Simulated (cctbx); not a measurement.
# Resonant diffraction in Nb3InAg2O8

Space group P6_3mc (no. 186), a = 6.3970 Å, b = 6.3970 Å, c = 10.5020 Å, α = 90.00°, β = 90.00°, γ = 120.00°.

```csv
atom,mult.,x,y,z,Ueq (Å²)
In1,2,1/3,2/3,0.4857,0.0074
Ag1,2,1/3,2/3,0.8941,0.0046
Ag2,2,0,0,0.9966,0.0061
Nb1,6,0.1736,0.3472,0.2182,0.0061
O1,6,0.1633,0.3267,0.6033,0.0134
O2,6,0.4774,0.5226,0.3409,0.0079
O3,2,1/3,2/3,0.1107,0.0085
O4,2,0,0,0.3143,0.0111
```

This is a model crystal, built by substitution and not relaxed, with assumed displacement parameters.

Calculated with cctbx: free-atom f′ and f″ from the Sasaki tables, no fine structure; amplitudes in electrons.

```
E (eV)  F 0 0 4  F 0 1 2  F 0 2 0  F 1 1 2
 18386    193.7     56.4     69.6    244.4
 18736    189.0     56.2     67.3    242.7
 18866    184.8     56.0     65.2    241.2
 18926    180.9     55.9     63.3    239.9
 18956    176.9     55.8     61.3    238.6
 18971    172.9     55.6     59.3    237.3
 18978    169.5     55.5     57.6    236.1
 18982    165.6     55.4     55.7    234.9
 18990    165.7     53.2     55.6    233.9
 18994    170.5     53.4     58.0    235.5
 19001    174.6     53.5     60.0    236.8
 19016    178.9     53.6     62.2    238.2
 19046    183.1     53.8     64.3    239.6
 19136    188.7     54.0     67.0    241.4
 19386    194.6     54.2     70.0    243.3
```

**Question.** Which edge is crossed, and why do the reflections move as they do?

The K edge of Nb. The edge is at 18986 eV. f′ of Nb falls from -4.5 e at 18866 eV to -7.8 e at 4 eV below it, and f″ steps from 0.53 to 3.71 e across it. Over that approach |F| changes by -10 % (0 0 4), -1 % (0 1 2), -15 % (0 2 0) and -3 % (1 1 2): a reflection falls where Nb scatters in phase with the total and rises where it scatters against it; it hardly moves where the Nb term is small or cancels by symmetry or lies in quadrature to the total. The f″ term interferes with the normal scattering with opposite sign for the two Friedel mates. The largest Friedel difference in the scan is 7.8 % of the mean (0 1 2, at 18990 eV).

[Logs are printed without paths, hosts, clocks, repeated set-up lines and the standing remarks that a program may print on its own settings, such as how far it seeks lower states.]
